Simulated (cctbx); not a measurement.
**Absolute structure of Mn3TlO6**

Space group Cc (no. 9), a = 9.6070 Å, b = 5.4950 Å, c = 11.5530 Å, α = 90.00°, β = 109.98°, γ = 90.00°.

| atom | mult. | x | y | z | Ueq (Å²) |
| --- | --- | --- | --- | --- | --- |
| Tl1 | 4 | 0.1765 | 0.5745 | 0.7431 | 0.0093 |
| Mn1 | 4 | 0.4079 | 0.0827 | 0.9957 | 0.0213 |
| Mn2 | 4 | 0.0810 | 0.9243 | 0.5021 | 0.0130 |
| Mn3 | 4 | 0.2483 | 0.4338 | 0.5102 | 0.0147 |
| O1 | 4 | 0.1201 | 0.2587 | 0.6000 | 0.0354 |
| O2 | 4 | 0.9622 | 0.2667 | 0.1007 | 0.0173 |
| O3 | 4 | 0.1986 | 0.9036 | 0.9052 | 0.0247 |
| O4 | 4 | 0.0643 | 0.6002 | 0.3996 | 0.0345 |
| O5 | 4 | 0.2588 | 0.7440 | 0.6068 | 0.0153 |
| O6 | 4 | 0.3662 | 0.4198 | 0.9033 | 0.0282 |

The model is made up (kin elements in a known structure type, no relaxation), so it says nothing on whether the phase exists.

Data sets are simulated with cctbx and refined with Bijvoet mates kept apart; Flack x is then fitted as the share of an inverted twin with the atoms fixed, Hooft y from the Bijvoet differences. The group is acentric but holds improper operations, so there is an absolute structure (orientation) and no hand.

Untwinned crystal. What Flack and Hooft values should come out?

```csv
λ (Å),extinction (unmodelled),d min (Å),top counts,error (%),model,R1,Flack x,s.u.,Hooft y,s.u.,pairs
0.71073,0,0.77,20000,2,as given,0.0117,-0.002,0.004,0.000,0.005,634
0.71073,0,0.77,20000,2,inverted,0.0602,0.992,0.009,1.053,0.006,634
1.54184,0,0.83,40000,2,as given,0.0087,-0.006,0.008,-0.013,0.008,513
```

With Mo Kα, x is within 3 s.u. of 0, so the absolute structure is right. With Cu Kα, x is within 3 s.u. of 0, so the absolute structure is right. Inverting the model turns x into about 1 − x.

A further crystal gives:

```csv
λ (Å),extinction (unmodelled),d min (Å),top counts,error (%),model,R1,Flack x,s.u.,Hooft y,s.u.,pairs
0.6889,0,0.7,40000,2,as given,0.0129,0.141,0.004,0.146,0.004,835
```

**Question.** What is it?

It was simulated as an inversion twin with a fraction 0.15 of the inverted domain. Flack x is over 3 s.u. from both 0 and 1 and reads that fraction.

[Logs are printed without paths, hosts, clocks, repeated set-up lines and the standing remarks that a program may print on its own settings, such as how far it seeks lower states.]
